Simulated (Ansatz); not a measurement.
**Mo wire along [110], 11 atoms a period: bands along the axis**

Wanted: the relaxed geometry and the bands of the Mo wire along [110], 11 atoms a period.

Main program and level: Ansatz 0.2.0; DFT PBE, plane waves, PAW; relaxation of a wire's period; PAW set soft_1, in the first sound run; inputs show where later runs differ.

## Step 1: Set-up

The cell holds 11 atoms: 11 Mo. Cell: a = 13.120 Å, b = 11.269 Å, c = 4.469 Å, α = 90.0°, β = 90.0°, γ = 90.0°. Vacuum lies along a and b. The structure's axis is c.

Coordinates:

```cif
data_structure
_symmetry_space_group_name_H-M 'P 1'
_symmetry_Int_Tables_number 1
_cell_length_a 13.1200
_cell_length_b 11.2690
_cell_length_c 4.4689
_cell_angle_alpha 90.000
_cell_angle_beta 90.000
_cell_angle_gamma 90.000
_cell_volume 660.73
loop_
_atom_site_label
_atom_site_type_symbol
_atom_site_fract_x
_atom_site_fract_y
_atom_site_fract_z
_atom_site_occupancy
Mo1 Mo 0.25915 0.50000 0.00000 1
Mo2 Mo 0.37957 0.69828 0.00000 1
Mo3 Mo 0.50000 0.50000 0.00000 1
Mo4 Mo 0.62043 0.69828 0.00000 1
Mo5 Mo 0.74085 0.50000 0.00000 1
Mo6 Mo 0.37957 0.50000 0.50000 1
Mo7 Mo 0.50000 0.30171 0.50000 1
Mo8 Mo 0.50000 0.69828 0.50000 1
Mo9 Mo 0.62043 0.50000 0.50000 1
Mo10 Mo 0.37957 0.30171 0.00000 1
Mo11 Mo 0.62043 0.30171 0.00000 1
```

## Step 2: The relaxed wire

Band widths follow the bond lengths, so the wire is relaxed first. The atoms and the third cell vector are free; the box across stays fixed as vacuum. A Fermi-Dirac smearing is set since the result may be a metal. The pressure printed is a third of the stress's trace over the whole box, vacuum included; only the stress along the axis is relaxed.

The input, input.yaml:

```yaml
crystal:
  lattice:
    - [13.12, 0.0, 0.0]
    - [0.0, 11.269, 0.0]
    - [0.0, 0.0, 4.4689148571]
  atoms:
    - { symbol: Mo, position: [0.259146341, 0.499996222, 0.0] }
    - { symbol: Mo, position: [0.379573171, 0.698279781, 0.0] }
    - { symbol: Mo, position: [0.5, 0.499996222, 0.0] }
    - { symbol: Mo, position: [0.620426829, 0.698279781, 0.0] }
    - { symbol: Mo, position: [0.740853659, 0.499996222, 0.0] }
    - { symbol: Mo, position: [0.379573171, 0.499996222, 0.5] }
    - { symbol: Mo, position: [0.5, 0.301712663, 0.5] }
    - { symbol: Mo, position: [0.5, 0.698279781, 0.5] }
    - { symbol: Mo, position: [0.620426829, 0.499996222, 0.5] }
    - { symbol: Mo, position: [0.379573171, 0.301712663, 0.0] }
    - { symbol: Mo, position: [0.620426829, 0.301712663, 0.0] }
kpoints:
  mp_grid: { grid: [1, 1, 18] }
scf:
  occupations: { method: fermi_dirac, width: 0.05 }
hamiltonian:
  xc: pbe
  pseudopotentials: { kind: paw, azcp: { folder: soft_1 } }
relax:
  cell: { fix: [a, b, alpha, beta, gamma] }
  max_steps: 45
  f_tol: 0.03
```

On the command line:

```sh
$ ansatz run input.yaml --threads 4 --pin off --max-ram 16384MiB --backend cpu --events-out ev --progress --plain --runs-dir out
```

Numbers of over 12 decimals in the logs are rounded to 6 here.

The log of the run:

```text
Engine: ansatz 0.2.0, aarch64-unknown-linux-gnu
Pseudopotentials: kind: paw
Pseudopotential: Mo, paw, valence charge 14, recommended cutoff 420 eV (normal), soft_1/Mo.paw.azcp
Functional definition: PBE
  parameter kappa = 0.804
  parameter beta = 0.066725
  exchange = pbe_x(kappa = kappa, mu = beta*pi^2/3)
  correlation = pbe_c(beta = beta)
Crystal: 11 atoms, lattice volume = 660.726 Å³
Basis set: ecut = 420 eV, 12933 PW (Γ), exchange–correlation on 180×160×60 points (8 copies of the dense FFT grid, shifted against one another)
Bands: 93, of which v1, the nominal top of the filled ones, is band 77 counted from 1 (76 counted from 0)
Symmetry: 8 space group operations
Space group: Pmmm (ITA 47), of the structure as read, at distance tolerance 8.7e-5 Å
k-points: 10 of 18
Non-local potential: Mo, projectors of the file, l = 0: 3, l = 1: 2, l = 2: 2, l = 3: 1
PAW form: soft (Blöchl's): semilocal exchange-correlation on the pseudo side does not see the compensation charge
PAW one-centre angular grid: Mo, 590 points (default); XC on 64 Gauss nodes
Initial density: superposition of atomic densities (neutral atoms: chi_scale 0, normalization atom)
Initial wavefunctions: pseudopotential atomic-orbital guess
Functional: x = pbe(κ = 0.804, μ = 0.219515), c = pbe(β = 0.066725)
SCF iter   1: F=—  HF=-54507.126969 eV  |F-HF|=—  |Δ(HF+E_count)|=         —  Δρ=5.63e-2  dr2=7.51e1  ethr=3.10e-3  ⟨swp⟩=10.2  Hψ=4016  notcnv=0
preconditioner: auto → LDOS  [metal: Δε(μ)=0.041 eV  Ē_g=3.571 eV  σ=0.050 eV  W_gap=0.20  n_scr=112 (ndim 8)  ℏωp=11.7 eV  f_vac=0.534  D(μ)=13.68/eV (n_scr^D=88)  β→1.0]
SCF iter   2: F=—  HF=-54505.851612 eV  |F-HF|=—  |Δ(HF+E_count)|=    1.28e0  Δρ=6.51e-2  dr2=1.32e2  ethr=3.10e-3  ⟨swp⟩=6.2  Hψ=3110  notcnv=0
SCF iter   3: F=—  HF=-54495.112782 eV  |F-HF|=—  |Δ(HF+E_count)|=    1.07e1  Δρ=1.32e-2  dr2=3.38e0  ethr=3.10e-3  ⟨swp⟩=4.2  Hψ=2548  notcnv=0
SCF iter   4: F=—  HF=-54494.917024 eV  |F-HF|=—  |Δ(HF+E_count)|=   1.96e-1  Δρ=5.25e-3  dr2=7.73e-1  ethr=2.19e-3  ⟨swp⟩=3.0  Hψ=1190  notcnv=0
SCF iter   5: F=—  HF=-54494.863587 eV  |F-HF|=—  |Δ(HF+E_count)|=   5.34e-2  Δρ=2.53e-3  dr2=7.25e-2  ethr=5.02e-4  ⟨swp⟩=2.9  Hψ=1456  notcnv=0
SCF iter   6: F=—  HF=-54494.864984 eV  |F-HF|=—  |Δ(HF+E_count)|=   1.40e-3  Δρ=1.50e-3  dr2=3.24e-2  ethr=4.71e-5  ⟨swp⟩=4.0  Hψ=1497  notcnv=0  defer=1
SCF iter   7: F=—  HF=-54494.864184 eV  |F-HF|=—  |Δ(HF+E_count)|=   8.00e-4  Δρ=6.69e-4  dr2=6.02e-3  ethr=2.10e-5  ⟨swp⟩=2.0  Hψ=1187  notcnv=0
SCF iter   8: F=—  HF=-54494.863893 eV  |F-HF|=—  |Δ(HF+E_count)|=   2.91e-4  Δρ=1.67e-4  dr2=5.56e-4  ethr=3.91e-6  ⟨swp⟩=2.1  Hψ=1240  notcnv=0
SCF iter   9: F=—  HF=-54494.863908 eV  |F-HF|=—  |Δ(HF+E_count)|=   1.57e-5  Δρ=7.80e-5  dr2=1.46e-4  ethr=3.61e-7  ⟨swp⟩=2.7  Hψ=1324  notcnv=0
SCF iter  10: F=—  HF=-54494.863909 eV  |F-HF|=—  |Δ(HF+E_count)|=   7.01e-7  Δρ=4.18e-5  dr2=3.93e-5  ethr=9.49e-8  ⟨swp⟩=2.0  Hψ=1282  notcnv=0
SCF iter  11: F=—  HF=-54494.863755 eV  |F-HF|=—  |Δ(HF+E_count)|=   1.54e-4  Δρ=1.43e-5  dr2=1.86e-6  ethr=2.55e-8  ⟨swp⟩=2.0  Hψ=1251  notcnv=0
SCF iter  12: F=—  HF=-54494.863756 eV  |F-HF|=—  |Δ(HF+E_count)|=   7.08e-7  Δρ=1.01e-5  dr2=1.81e-6  ethr=1.21e-9  ⟨swp⟩=3.5  Hψ=1884  notcnv=0
SCF iter  13: F=—  HF=-54494.863756 eV  |F-HF|=—  |Δ(HF+E_count)|=   4.10e-8  Δρ=3.95e-6  dr2=2.56e-7  ethr=1.17e-9  ⟨swp⟩=2.0  Hψ=1194  notcnv=0
SCF iter  14: F=-54494.863756 eV  HF=-54494.863756 eV  |F-HF|=2.78e-9  |Δ(HF+E_count)|=   1.80e-8  Δρ=8.96e-7  dr2=8.67e-9  ethr=6.49e-11  ⟨swp⟩=5.5  Hψ=2893  notcnv=0
SCF 1 converged in 14 iterations: F = -54494.863756 eV  dr2 = 8.67e-9
  greatest PAW one-centre occupation: 0.999 electrons in one spin orbital (limit 2), on the Mo atom at site 2 (counted from 0), in its partial waves of l = 0
relax step   1: F+E_penalty+E_count = -54494.86375572 eV  Δ(F+E_penalty+E_count) = +0.000e0 eV  max|allowed force component| = 3.633e0 eV/Å  Δτ_max = 0.0000 Å  P = -6.844 GPa  Ω = 660.726 Å³  fix = [a, b, alpha, beta, gamma]  reactions: a -6.425, b -6.530 GPa  (14 SCF iters, dr2 threshold 1.00e-7 eV, accepted)
Crystal: 11 atoms, lattice volume = 645.807 Å³
Basis set: ecut = 420 eV, 12629 PW (Γ), exchange–correlation on 180×160×60 points (8 copies of the dense FFT grid, shifted against one another)
Initial density: handed on by an earlier stage of this run
Initial wavefunctions: those handed on with the density
SCF iter   1: F=—  HF=-54497.831221 eV  |F-HF|=—  |Δ(HF+E_count)|=         —  Δρ=1.68e-2  dr2=5.15e0  ethr=3.10e-3  ⟨swp⟩=12.2  Hψ=4494  notcnv=0
preconditioner: auto → LDOS  [metal: Δε(μ)=0.042 eV  Ē_g=3.291 eV  σ=0.050 eV  W_gap=0.20  n_scr=112 (ndim 8)  ℏωp=11.9 eV  f_vac=0.571  D(μ)=13.43/eV (n_scr^D=88)  β→1.0]
SCF iter   2: F=—  HF=-54497.950572 eV  |F-HF|=—  |Δ(HF+E_count)|=   1.19e-1  Δρ=1.65e-2  dr2=6.50e0  ethr=3.10e-3  ⟨swp⟩=4.1  Hψ=1649  notcnv=0
SCF iter   3: F=—  HF=-54497.489697 eV  |F-HF|=—  |Δ(HF+E_count)|=   4.61e-1  Δρ=3.63e-3  dr2=2.26e-1  ethr=3.10e-3  ⟨swp⟩=2.7  Hψ=1539  notcnv=0
SCF iter   4: F=—  HF=-54497.475666 eV  |F-HF|=—  |Δ(HF+E_count)|=   1.40e-2  Δρ=1.22e-3  dr2=2.38e-2  ethr=1.47e-4  ⟨swp⟩=3.1  Hψ=1579  notcnv=0
SCF iter   5: F=—  HF=-54497.474635 eV  |F-HF|=—  |Δ(HF+E_count)|=   1.03e-3  Δρ=3.73e-4  dr2=1.60e-3  ethr=1.54e-5  ⟨swp⟩=2.0  Hψ=1343  notcnv=0
SCF iter   6: F=—  HF=-54497.474810 eV  |F-HF|=—  |Δ(HF+E_count)|=   1.75e-4  Δρ=1.43e-4  dr2=3.06e-4  ethr=1.04e-6  ⟨swp⟩=2.5  Hψ=1269  notcnv=0
SCF iter   7: F=—  HF=-54497.474553 eV  |F-HF|=—  |Δ(HF+E_count)|=   2.56e-4  Δρ=4.44e-5  dr2=2.66e-5  ethr=1.98e-7  ⟨swp⟩=2.0  Hψ=1278  notcnv=0
SCF iter   8: F=—  HF=-54497.474559 eV  |F-HF|=—  |Δ(HF+E_count)|=   5.95e-6  Δρ=1.51e-5  dr2=4.67e-6  ethr=1.73e-8  ⟨swp⟩=2.3  Hψ=1338  notcnv=0
SCF iter   9: F=-54497.474560 eV  HF=-54497.474560 eV  |F-HF|=3.14e-8  |Δ(HF+E_count)|=   4.54e-7  Δρ=5.85e-6  dr2=4.19e-7  ethr=7.14e-10  ⟨swp⟩=5.7  Hψ=3483  notcnv=0
SCF 2 converged in 9 iterations: F = -54497.474560 eV  dr2 = 4.19e-7
relax step   2: F+E_penalty+E_count = -54497.47455981 eV  Δ(F+E_penalty+E_count) = -2.611e0 eV  max|allowed force component| = 1.249e0 eV/Å  Δτ_max = 0.1950 Å  P = -2.360 GPa  Ω = 645.807 Å³  energy of the carried Pulay correction = +8.196e-4 eV  fix = [a, b, alpha, beta, gamma]  reactions: a -2.053, b -1.897 GPa  (9 SCF iters, dr2 threshold 1.10e-6 eV, accepted)
Crystal: 11 atoms, lattice volume = 634.924 Å³
Basis set: ecut = 420 eV, 12409 PW (Γ), exchange–correlation on 180×160×60 points (8 copies of the dense FFT grid, shifted against one another)
[...]
SCF iter   9: F=-54497.739606 eV  HF=-54497.739606 eV  |F-HF|=4.29e-8  |Δ(HF+E_count)|=   2.01e-6  Δρ=7.13e-6  dr2=5.81e-7  ethr=7.14e-10  ⟨swp⟩=5.8  Hψ=3458  notcnv=0
SCF 3 converged in 9 iterations: F = -54497.739606 eV  dr2 = 5.81e-7
relax step   3: F+E_penalty+E_count = -54497.73960582 eV  Δ(F+E_penalty+E_count) = -2.650e-1 eV  max|allowed force component| = 1.129e0 eV/Å  Δτ_max = 0.1948 Å  P = +0.785 GPa  Ω = 634.924 Å³  energy of the carried Pulay correction = +1.429e-3 eV  fix = [a, b, alpha, beta, gamma]  reactions: a +0.788, b +1.278 GPa  (9 SCF iters, dr2 threshold 1.10e-6 eV, accepted)
[...]
relax step   4: F+E_penalty+E_count = -54497.84325556 eV  Δ(F+E_penalty+E_count) = -1.036e-1 eV  max|allowed force component| = 5.012e-1 eV/Å  Δτ_max = 0.0910 Å  P = +0.661 GPa  Ω = 619.551 Å³  energy of the carried Pulay correction = +2.308e-3 eV  fix = [a, b, alpha, beta, gamma]  reactions: a -0.204, b +1.197 GPa  (8 SCF iters, dr2 threshold 1.10e-6 eV, accepted)
[...]
relax step   5: F+E_penalty+E_count = -54497.93661101 eV  Δ(F+E_penalty+E_count) = -9.336e-2 eV  max|allowed force component| = 2.041e-1 eV/Å  Δτ_max = 0.0646 Å  P = -0.001 GPa  Ω = 627.424 Å³  energy of the carried Pulay correction = +1.856e-3 eV  fix = [a, b, alpha, beta, gamma]  reactions: a +0.202, b -0.063 GPa  (9 SCF iters, dr2 threshold 1.10e-6 eV, accepted)
[...]
relax step   6: F+E_penalty+E_count = -54497.94900678 eV  Δ(F+E_penalty+E_count) = -1.240e-2 eV  max|allowed force component| = 4.883e-2 eV/Å  Δτ_max = 0.0271 Å  P = -0.078 GPa  Ω = 627.053 Å³  energy of the carried Pulay correction = +1.877e-3 eV  fix = [a, b, alpha, beta, gamma]  reactions: a -0.030, b -0.034 GPa  (7 SCF iters, dr2 threshold 1.10e-6 eV, accepted)
[...]
relax step   7: F+E_penalty+E_count = -54497.95084542 eV  Δ(F+E_penalty+E_count) = -1.839e-3 eV  max|allowed force component| = 1.603e-2 eV/Å  Δτ_max = 0.0057 Å  P = -0.039 GPa  Ω = 625.246 Å³  energy of the carried Pulay correction = +1.980e-3 eV  fix = [a, b, alpha, beta, gamma]  reactions: a -0.023, b -0.072 GPa  (7 SCF iters, dr2 threshold 1.49e-7 eV, accepted)
Initial wavefunctions: pseudopotential atomic-orbital guess (no wavefunctions were taken with the density)
iter 1 solved again at ethr=2.44e-6 eV; its pass at ethr=3.10e-3 eV (dr2=3.76e-3 eV) is discarded
SCF iter   1: F=—  HF=-54497.948742 eV  |F-HF|=—  |Δ(HF+E_count)|=         —  Δρ=6.68e-5  dr2=4.51e-6  ethr=2.44e-6  ⟨swp⟩=4.0  Hψ=6251  notcnv=0
eigensolver tolerance schedule: the retry pair's looser diagonalisation over-reported the residual by 832.91 of it (diagonalisation noise at 1.91 of the residual, at the tolerance the schedule requests for it); recorded, not acted on — ethr = c·dr2/N_el stays at c = 1.0e-1
preconditioner: auto → LDOS  [metal: Δε(μ)=0.015 eV  Ē_g=3.372 eV  σ=0.050 eV  W_gap=0.07  n_scr=112 (ndim 8)  ℏωp=12.1 eV  f_vac=0.572  D(μ)=12.29/eV (n_scr^D=74)  β→1.0]
SCF iter   2: F=—  HF=-54497.948457 eV  |F-HF|=—  |Δ(HF+E_count)|=   2.85e-4  Δρ=1.38e-5  dr2=9.89e-7  ethr=2.93e-9  ⟨swp⟩=3.7  Hψ=2416  notcnv=0
SCF iter   3: F=—  HF=-54497.948457 eV  |F-HF|=—  |Δ(HF+E_count)|=   2.38e-7  Δρ=5.42e-6  dr2=4.44e-7  ethr=6.43e-10  ⟨swp⟩=2.0  Hψ=1712  notcnv=0
SCF iter   4: F=—  HF=-54497.948457 eV  |F-HF|=—  |Δ(HF+E_count)|=   5.89e-8  Δρ=2.26e-6  dr2=7.81e-8  ethr=2.88e-10  ⟨swp⟩=2.3  Hψ=1345  notcnv=0
SCF iter   5: F=—  HF=-54497.948457 eV  |F-HF|=—  |Δ(HF+E_count)|=   8.60e-9  Δρ=7.07e-7  dr2=6.76e-9  ethr=5.07e-11  ⟨swp⟩=2.5  Hψ=1285  notcnv=0
SCF iter   6: F=—  HF=-54497.948457 eV  |F-HF|=—  |Δ(HF+E_count)|=  5.38e-10  Δρ=3.22e-7  dr2=1.77e-9  ethr=4.39e-12  ⟨swp⟩=2.3  Hψ=1310  notcnv=0
SCF iter   7: F=—  HF=-54497.948457 eV  |F-HF|=—  |Δ(HF+E_count)|=  1.67e-10  Δρ=2.78e-7  dr2=1.71e-9  ethr=1.15e-12  ⟨swp⟩=2.3  Hψ=1298  notcnv=0
SCF iter   8: F=—  HF=-54497.948457 eV  |F-HF|=—  |Δ(HF+E_count)|=  4.37e-11  Δρ=8.72e-8  dr2=1.84e-10  ethr=1.11e-12  ⟨swp⟩=2.0  Hψ=1329  notcnv=0
SCF iter   9: F=-54497.948457 eV  HF=-54497.948457 eV  |F-HF|=0.00e0  |Δ(HF+E_count)|=  2.18e-11  Δρ=3.12e-8  dr2=1.76e-11  ethr=1.00e-12  ⟨swp⟩=5.0  Hψ=3013  notcnv=0
SCF 8 converged in 9 iterations: F = -54497.948457 eV  dr2 = 1.76e-11
relax step   8: F+E_penalty+E_count = -54497.94845690 eV  Δ(F+E_penalty+E_count) = +2.389e-3 eV  max|allowed force component| = 1.613e-2 eV/Å  Δτ_max = 0.0000 Å  P = -0.036 GPa  Ω = 625.246 Å³  fix = [a, b, alpha, beta, gamma]  reactions: a -0.019, b -0.069 GPa  stress off target by 2.03e-2 GPa on what of the cell is left free  SCF on the basis re-selected at this cell (its energy is not comparable with the rows above)  (9 SCF iters)
basis re-selected at this cell: Δ(F+E_penalty+E_count) = +2.389e-3 eV, ΔP = +0.002 GPa vs the last step (what re-selecting the basis moved, of the pressure what is left beyond the Pulay correction that the steps carried, after the strain that the cell walked since its last selection, with what the two solves' SCF thresholds leave and, on support functions, any second-order correction that the steps lacked; it is no m [...]
SCF converged after 9 iterations
Free energy (F): -54497.948457 eV
Harris-Foulkes:  -54497.948457 eV  (|F-HF|=0.00e0)
Internal energy: -54497.845957 eV  (E = F + TS)
E sigma→0 (E₀):  -54497.897207 eV
Entropy (-TS):   -0.102500 eV (-9.318 meV/atom)
Fermi energy:    3.405550 eV
--- Per-component energies (eV) ---
  E_band       = -3291.891648
  E_kinetic    = 4647.231915
  E_local      = -65981.052428  (includes V_loc(G=0)·N_el)
  E_nonlocal   = 1659.364507
  E_hartree    = 30275.374727
  E_xc         = -1923.173699
  E_vxc        = -2395.583479  (∫ρ·V_xc dr)
  E_paw        = -35340.118925  (= ΣΔE_a)
  E_vpaw       = -1772.601506  (= ΣTr[D̂ρ^β])
  E_aug_tail   = 0.000549  (compensation charges beyond the density's cutoff)
  E_ewald      = 12164.527398
  E_smearing   = -0.102500  (= −TS)
  E_closure    = 0.000000  (closes the sum)
  Σ components = -54497.948457   (vs F -54497.948457, Δ=0.00e0)
--- Forces (eV/Å), atoms counted from 1 ---
  atom   1  Mo     0.00090982     0.00000000     0.00000000
  atom   2  Mo    -0.00150875     0.01613435     0.00000000
  atom   3  Mo    -0.00000000     0.00000000     0.00000000
  atom   4  Mo     0.00150875     0.01613435     0.00000000
  atom   5  Mo    -0.00090982    -0.00000000    -0.00000000
  atom   6  Mo    -0.00376902    -0.00000000    -0.00000000
  atom   7  Mo    -0.00000000    -0.00753588    -0.00000000
  atom   8  Mo     0.00000000     0.00753588     0.00000000
  atom   9  Mo     0.00376902     0.00000000     0.00000000
  atom  10  Mo    -0.00150875    -0.01613435    -0.00000000
  atom  11  Mo     0.00150875    -0.01613435    -0.00000000
  max |Σ_I F_I| component: 6.94e-18 eV/Å
--- Stress (GPa, compression-positive) ---
       -0.019404      -0.000000      -0.000000
       -0.000000      -0.069450      -0.000000
       -0.000000      -0.000000      -0.020292
  P = ⅓ Tr σ = -0.0364 GPa (-0.364 kbar)
--- Relaxed structure (7 steps of the walk, 7 accepted, 1 SCFs on fresh bases) ---
  F+E_penalty+E_count = -54497.94845690 eV   max|allowed force component| = 1.613e-2 eV/Å   (the final SCF, on the basis selected at the relaxed cell)
  cell:  # Å, volume = 625.2461 Å³
    - [13.12, 0, 0]
    - [0, 11.269, 0]
    - [0, 0, 4.228942]
  atoms:
    - { symbol: Mo, position: [0.276945, 0.499996, 0.0] }
    - { symbol: Mo, position: [0.388396, 0.693290, 0.0] }
    - { symbol: Mo, position: [0.500000, 0.499996, 0.0] }
    - { symbol: Mo, position: [0.611604, 0.693290, 0.0] }
    - { symbol: Mo, position: [0.723055, 0.499996, 0.0] }
    - { symbol: Mo, position: [0.370177, 0.499996, 0.500000] }
    - { symbol: Mo, position: [0.500000, 0.319804, 0.500000] }
    - { symbol: Mo, position: [0.500000, 0.680188, 0.500000] }
    - { symbol: Mo, position: [0.629823, 0.499996, 0.500000] }
    - { symbol: Mo, position: [0.388396, 0.306702, 0.0] }
    - { symbol: Mo, position: [0.611604, 0.306702, 0.0] }
```

It took 1.8 min on 4 threads of Arm Neoverse V1, shared host; peak memory 1.7 GiB.

(Continued in part 2 of 2.)

[Logs are printed without paths, hosts, clocks, repeated set-up lines and the standing remarks that a program may print on its own settings, such as how far it seeks lower states.]

[Hosts, paths, dates, database ids (printed as entryN), source tags and the programs' standing remarks are cut or masked in the printed files.]
